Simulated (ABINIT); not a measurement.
## NaI (Fm-3m): G0W0 with ABINIT, start to end

Aim: the G0W0 gap of NaI (Fm-3m) on PBE, step by step.

Main program and level: ABINIT 10.8.3; PBE and many-body steps on it, plane waves.

## (1) The structure

The structure is cubic, space group Fm-3m (No. 225). Conventional cell: a = 6.473 Å, b = 6.473 Å, c = 6.473 Å, α = 90.00°, β = 90.00°, γ = 90.00°. Nearest to Na lie 6 I at 3.24 Å. Nearest to I lie 6 Na at 3.24 Å. Farther neighbours and most contacts between anions are not listed.

The cell and positions come from the Crystallography Open Database and are kept as given unless a step says otherwise. Spin-orbit coupling is left out unless a step names it.

## (2) Ground state

This step: ABINIT 10.8.3; DFT, PBE, plane waves, norm-conserving pseudopotentials.

The ground-state density comes first.

The input, run.abi:

```
acell 3*1.0 Angstrom
rprim 
  0.000000000000 3.236400000000 3.236400000000
  3.236400000000 -0.000000000000 3.236400000000
  3.236400000000 3.236400000000 -0.000000000000
ntypat 2
znucl 11 53
natom 2
typat 1 2
xred 
  0.000000000000 0.000000000000 0.000000000000
  0.500000000000 0.500000000000 0.500000000000
pp_dirpath "pseudos"
pseudos "Na.upf, I.upf"
ecut 38
ngkpt 6 6 6
nshiftk 1
shiftk 0 0 0
kptopt 1
chksymbreak 0
nband 13
occopt 1
tolvrs 1e-10
nstep 60
prtwf 0
optforces 0
optstress 0
indata_prefix "in"
outdata_prefix "out"
tmpdata_prefix "tmp"
```

The run is started by

```bash
$ OMP_NUM_THREADS=1 mpirun -n 8 abinit run.abi > log
```

Numbers of over 12 decimals in the logs are rounded to 6 here.

Log:

```text
.Version 10.8.3 of ABINIT. v10.8.2 released Aug 2026.

 Symmetries : space group Fm -3 m (#225); Bravais cF (face-center cubic)
================================================================================
 Values of the parameters that define the memory need of the present run
     intxc =       0    ionmov =       0      iscf =       7    lmnmax =       6
     lnmax =       6     mgfft =      50  mpssoang =       3    mqgrid =    3001
     natom =       2  nloc_mem =       1    nspden =       1   nspinor =       1
    nsppol =       1      nsym =      48    n1xccc =    2501    ntypat =       2
    occopt =       1   xclevel =       2
-    mband =          13        mffmem =           1         mkmem =           2
       mpw =        5132          nfft =      125000          nkpt =          16
================================================================================
  Rough estimation (10% accuracy) of disk space for files :
================================================================================

--------------------------------------------------------------------------------
------------- Echo of variables that govern the present computation ------------
--------------------------------------------------------------------------------
 -outvars: echo values of preprocessed input variables --------
            acell      1.8897261259E+00  1.8897261259E+00  1.8897261259E+00 Bohr

      chksymbreak           0
             ecut      3.80000000E+01 Hartree
-          fftalg         312

              ixc     -101130
              kpt      0.00000000E+00  0.00000000E+00  0.00000000E+00
                       1.66666667E-01  0.00000000E+00  0.00000000E+00
                       3.33333333E-01  0.00000000E+00  0.00000000E+00
                       5.00000000E-01  0.00000000E+00  0.00000000E+00
                       1.66666667E-01  1.66666667E-01  0.00000000E+00
                       3.33333333E-01  1.66666667E-01  0.00000000E+00
                       5.00000000E-01  1.66666667E-01  0.00000000E+00
                      -3.33333333E-01  1.66666667E-01  0.00000000E+00
                      -1.66666667E-01  1.66666667E-01  0.00000000E+00
   [... 5 further rows ...]
                      -3.33333333E-01  3.33333333E-01  1.66666667E-01
                      -3.33333333E-01  5.00000000E-01  1.66666667E-01
         kptrlatt        6    0    0      0    6    0      0    0    6
          kptrlen      5.18952141E+01
P           mkmem           2
            natom           2
            nband          13
            ngfft          50      50      50
             nkpt          16
            nstep          60
             nsym          48
           ntypat           2
              occ      2.000000  2.000000  2.000000  2.000000  2.000000  2.000000
                       2.000000  2.000000  0.000000  0.000000  0.000000  0.000000
                       0.000000
        optforces           0
        optstress           0
            prtwf           0
            rprim      0.0000000000E+00  3.2364000000E+00  3.2364000000E+00
[...]
spgroup         225

           tolvrs      1.00000000E-10

             xred      0.0000000000E+00  0.0000000000E+00  0.0000000000E+00
[...]
znucl       11.00000   53.00000

================================================================================

 chkinp: Checking input parameters for consistency.

================================================================================
== DATASET  1 ==================================================================
-   mpi_nproc: 8, omp_nthreads: 1 (-1 if OMP is not activated)

--- !DatasetInfo
iteration_state: {dtset: 1, }
dimensions: {natom: 2, nkpt: 16, mband: 13, nsppol: 1, nspinor: 1, nspden: 1, mpw: 5132, }
cutoff_energies: {ecut:  38.0, pawecutdg:  -1.0, }
electrons: {nelect:   1.60000000E+01, charge:   0.00000000E+00, occopt:   1.00000000E+00, tsmear:   1.00000000E-02, }

 Real(R)+Recip(G) space primitive vectors, cartesian coordinates (Bohr,Bohr^-1):
 R(1)=  0.0000000  6.1159096  6.1159096  G(1)= -0.0817540  0.0817540  0.0817540
 R(2)=  6.1159096  0.0000000  6.1159096  G(2)=  0.0817540 -0.0817540  0.0817540
 R(3)=  6.1159096  6.1159096  0.0000000  G(3)=  0.0817540  0.0817540 -0.0817540
 Unit cell volume ucvol=  4.5752326E+02 bohr^3
 Angles (23,13,12)=  6.00000000E+01  6.00000000E+01  6.00000000E+01 degrees

 getcut: wavevector=  0.0000  0.0000  0.0000  ngfft=  50  50  50
         ecut(hartree)=     38.000   => boxcut(ratio)=   2.08406

--- Pseudopotential description ------------------------------------------------
- Na Generated using ONCVPSP code by D. R. Hamann
- 11.00000   9.00000  171031                  znucl, zion, pspdat
12 -101130 1 -1 1992                          pspcod,pspxc,lmax,lloc,mmax
     nproj     2     2     0
  pspatm : epsatm=    9.36084378
         --- l  ekb(1:nproj) -->
[...]
pspatm: atomic psp has been read  and splines computed

- I Generated using ONCVPSP code by D. R. Hamann
- 53.00000   7.00000  171031                  znucl, zion, pspdat
12 -101130 2 -1 1196                          pspcod,pspxc,lmax,lloc,mmax
     nproj     2     2     2
  pspatm : epsatm=   19.17056757
         --- l  ekb(1:nproj) -->
[...]
2    4.134838    0.711910
 pspatm: atomic psp has been read  and splines computed

   4.56502582E+02                                ecore*ucvol(ha*bohr**3)
--------------------------------------------------------------------------------

_setup2: Arith. and geom. avg. npw (full set) are    5114.764    5114.744

================================================================================

--- !BeginCycle
iteration_state: {dtset: 1, }
solver: {iscf: 7, nstep: 60, nline: 4, wfoptalg: 0, }
tolerances: {tolvrs: 1.00E-10, }

     iter   Etot(hartree)      deltaE(h)  residm     vres2
 ETOT  1  -58.692638720078    -5.869E+01 1.258E-01 5.084E+01
 ETOT  2  -58.744823732631    -5.219E-02 1.320E-03 4.559E+00
 ETOT  3  -58.745242968588    -4.192E-04 6.984E-04 3.654E-01
 ETOT  4  -58.745295115316    -5.215E-05 2.142E-04 1.201E-01
 ETOT  5  -58.745301252663    -6.137E-06 3.840E-05 4.086E-03
 ETOT  6  -58.745301407824    -1.552E-07 9.883E-06 3.491E-05
 ETOT  7  -58.745301409684    -1.860E-09 5.938E-06 5.958E-07
 ETOT  8  -58.745301409714    -3.070E-11 1.628E-06 1.205E-08
 ETOT  9  -58.745301409721    -7.184E-12 1.040E-06 5.867E-11

 At SCF step    9       vres2   =  5.87E-11 < tolvrs=  1.00E-10 =>converged.

--- !ResultsGS
iteration_state: {dtset: 1, }
comment   : Summary of ground state results
lattice_vectors:
- [  0.0000000,   6.1159096,   6.1159096, ]
- [  6.1159096,  -0.0000000,   6.1159096, ]
- [  6.1159096,   6.1159096,  -0.0000000, ]
lattice_lengths: [   8.64920,    8.64920,    8.64920, ]
lattice_angles: [ 60.000,  60.000,  60.000, ] # degrees, (23, 13, 12)
lattice_volume:   4.5752326E+02
convergence: {deltae: -7.184E-12, res2:  5.867E-11, residm:  1.040E-06, diffor:  0.000E+00, }
etotal    :  -5.87453014E+01
entropy   :   0.00000000E+00
fermie    :   3.93791755E-03
cartesian_stress_tensor: null
pressure_GPa: null
xred      :
- [  0.0000E+00,   0.0000E+00,   0.0000E+00, Na]
- [  5.0000E-01,   5.0000E-01,   5.0000E-01,  I]
cartesian_forces: null
force_length_stats: {min: null, max: null, mean: null, }

 Integrated electronic density in atomic spheres:
 ------------------------------------------------
 Atom  Sphere_radius  Integrated_density
    1        2.00000          7.92586470
    2        2.00000          2.89468568
================================================================================

 ----iterations are completed or convergence reached----

 Mean square residual over all n,k,spin=   53.812E-10; max=  10.403E-07
 reduced coordinates (array xred) for    2 atoms
       0.000000000000      0.000000000000      0.000000000000
       0.500000000000      0.500000000000      0.500000000000
 rms dE/dt=  0.0000E+00; max dE/dt=  0.0000E+00; dE/dt below (all hartree)
    1       0.000000000000      0.000000000000      0.000000000000
    2       0.000000000000      0.000000000000      0.000000000000

 cartesian coordinates (angstrom) at end:
    1      0.000000     0.000000     0.000000
    2      3.236400     3.236400     3.236400
 length scales=  1.889726125908  1.889726125908  1.889726125908 bohr
              =  1.000000000000  1.000000000000  1.000000000000 angstroms
 prteigrs : about to open file out_EIG
 Fermi (or HOMO) energy (hartree) =   0.00394   Average Vxc (hartree)=  -0.28324
 Eigenvalues (hartree) for nkpt=  16  k points:
 kpt#   1, nband= 13, wtk=  0.00463, kpt=  0.0000  0.0000  0.0000 (reduced coord)
  -1.85343   -0.82153   -0.82153   -0.82153   -0.40100    0.00394    0.00394    0.00394
   0.13768    0.29667    0.29667    0.29667    0.36509
 prteigrs : prtvol=0 or 1, do not print more k-points.

--- !EnergyTerms
iteration_state     : {dtset: 1, }
comment             : Components of total free energy in Hartree
kinetic             :  3.10131720656142E+01
hartree             :  2.14406273945247E+01
xc                  : -1.08883117766649E+01
Ewald energy        : -2.99766697443574E+01
psp_core            :  9.97769128881818E-01
local_psp           : -5.84334883707113E+01
non_local_psp       : -1.28984001070086E+01
total_energy        : -5.87453014097215E+01
total_energy_eV     : -1.59854108679650E+03
band_energy         : -9.60171861350779E+00

== END DATASET(S) ==============================================================
================================================================================

 -outvars: echo values of variables after computation  --------
           etotal     -5.8745301410E+01
            nband          13
             nkpt          16
          spgroup         225
 [... the other variables as echoed above ...]

 Calculation completed.
```

It took 6.1 s on 8 MPI ranks of Arm Neoverse V2, shared host; peak memory 0.76 GiB.

This step gave:

```
total energy               : -1598.5411 eV
gap                        : 3.639 eV
k of the valence top       : 0, 0, 0
k of the conduction bottom : 0, 0, 0
least direct gap           : 3.639 eV
```

The gap is direct, at Γ.

[end of part 1 of 3]

[Paths, hosts, dates, memory and timing lines, banners, echoed tables and standing remarks are left out of the program output.]

[Logs are printed without paths, hosts, clocks, repeated set-up lines and the standing remarks that a program may print on its own settings, such as how far it seeks lower states.]

[Runs of the session that timed out or met a known fault of the program may be left out.]

[Hosts, paths, dates, database ids (printed as entryN), source tags and the programs' standing remarks are cut or masked in the printed files.]

[G0W0 gaps are taken among the corrected bands and points alone; a level outside them can change the order at an edge.]

[Where Ansatz stands beside ABINIT at settings called matched, ABINIT's density can come from a denser mesh and the files from another edition; pairs whose starting gaps differed by over 0.03 eV were left out, so agreement reads better than it is.]
